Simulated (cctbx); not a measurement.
# What resolution and counting buy: Sm2TcNiS6

Space group Fm-3m (no. 225), a = 9.4650 Å, b = 9.4650 Å, c = 9.4650 Å, α = 90.00°, β = 90.00°, γ = 90.00°.

```csv
atom,mult.,x,y,z,Ueq (Å²)
Sm1,8,1/4,1/4,3/4,0.0090
Tc1,4,1/2,0,0,0.0074
Ni1,4,0,0,0,0.0098
S1,24,0.7461,0,0,0.0134
```

The model is made up (kin elements in a known structure type, no relaxation), so it says nothing on whether the phase exists.

Five simulated data sets (cctbx; Mo Kα, λ = 0.71073 Å; 2 % proportional error) differ in resolution or exposure (noise floor 2 counts in the first three, 8 in the last two). Each is refined with the right model, isotropic at 1.1 Å and anisotropic otherwise. How do the figures of merit and the uncertainties move?

| d min (Å) | top counts | ⟨I/σ⟩ (unmerged, absences included) | unique | param. (scale apart) | Rint | R1 | GooF | largest s.u. xyz (fractional) | s.u. U of S1 (Å²) | largest error (Å) |
| --- | --- | --- | --- | --- | --- | --- | --- | --- | --- | --- |
| 1.1 | 5000 | 2.7 | 30 | 5 | 0.027 | 0.0092 | 0.98 | 0.00027 | 0.0010 | 0.0016 |
| 0.84 | 5000 | 2.4 | 58 | 6 | 0.035 | 0.0105 | 0.94 | 0.00018 | 0.0007 | 0.0036 |
| 0.6 | 5000 | 1.9 | 139 | 6 | 0.040 | 0.0144 | 0.99 | 0.00013 | 0.0003 | 0.0007 |
| 0.75 | 300 | 0.4 | 78 | 6 | 0.320 | 0.0381 | 0.90 | 0.00599 | 0.0092 | 0.0339 |
| 0.75 | 3000 | 1.6 | 78 | 6 | 0.059 | 0.0140 | 0.89 | 0.00070 | 0.0009 | 0.0054 |

The number of reflections grows roughly as 1/d³: 30, 58 and 139 here. R1 follows the noise rather than the truth: at 300 counts it is 0.0381, at 3000 counts 0.0140, while GooF is 0.90 and 0.89: the weights 1/σ² carry the noise. The s.u. of U (U11 where anisotropic) for S1 goes 0.0010, 0.0007, 0.0003 Å² with resolution and 0.0092, 0.0009 Å² with exposure.

Hardware for the 0.6 Å refinement: 0.4 s on 1 thread of Arm Neoverse V2, with other jobs on the host, peak memory 0.09 GiB.

[Logs are printed without paths, hosts, clocks, repeated set-up lines and the standing remarks that a program may print on its own settings, such as how far it seeks lower states.]
